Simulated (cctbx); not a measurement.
# Symmetry from intensities

Cell: a = 8.9080 Å, b = 8.9080 Å, c = 4.0550 Å, α = 90.00°, β = 90.00°, γ = 120.00°. Expected content of the cell: Os6 Er3 Al9.

Simulated single-crystal data (cctbx): Mo Kα, λ = 0.71073 Å, to d = 0.65 Å, 80 % of the full sphere, strongest reflection 70000 counts, noise from counting, a 6 % proportional error and a noise floor of 4 counts (s.d.); no absorption.

Tests on the unmerged data give:

```text
3340 reflections to d = 0.651 A
centring   violations  <I/sigma> of those
    A       1482 of  1670     11.5
    B       1456 of  1653     11.4
    C       1530 of  1689     12.1
    I       1472 of  1658     11.5
    R       2015 of  2229     12.1
    F       2234 of  2506     11.7
Laue class    unique    Rint  (classes that these axes allow; Friedel mates merged)
P -1             2023   0.036
P 1 1 2/m        1175   0.043
P -3              709   0.045
P -3 1 m          394   0.047
P -3 m 1          417   0.047
P 6/m             400   0.047
P 6/m m m         251   0.048
space group    extra absences  I>4sigma  <I/sigma>
P 6 2 2                 0          0         -  acentric
P 6 m m                 0          0         -  acentric
P -6 m 2                0          0         -  acentric
P -6 2 m                0          0         -  acentric
P 6/m m m               0          0         -  centric
Wilson B = 0.65 A^2   <|E^2-1|> = 0.872 (0.968 centric, 0.736 acentric)   E^2>4: 2.0 %
shell (A)         n   <I/sigma>
 7.72 - 1.30     41     38.7
 1.30 - 1.03     33     42.6
 1.03 - 0.90     32     43.2
 0.90 - 0.82     27     41.7
 0.82 - 0.76     31     39.5
 0.76 - 0.72     31     38.4
 0.72 - 0.68     25     43.9
 0.68 - 0.65     31     38.2
```

Q: Read the symmetry from these tables.

Every centring test has many violations, so the lattice is primitive.

Rint stays low (0.036 to 0.048) up to P 6/m m m, the highest class in these axes.

5 settings pass the absence test. No glide or screw absences show, which leaves P 6 2 2, P 6 m m, P -6 m 2, P -6 2 m and P 6/m m m.

⟨|E²−1|⟩ = 0.872 lies between the two ideal values. The Wilson B of 0.65 Å² means U ≈ 0.0082 Å².

The true group is P6/mmm (no. 191), Laue class 6/mmm, centrosymmetric. The tables only narrow the choice to the tied entries; cell content, site symmetry and trial solutions must settle it.

The model is made up (kin elements in a known structure type, no relaxation), so it says nothing on whether the phase exists.

[Logs are printed without paths, hosts, clocks, repeated set-up lines and the standing remarks that a program may print on its own settings, such as how far it seeks lower states.]
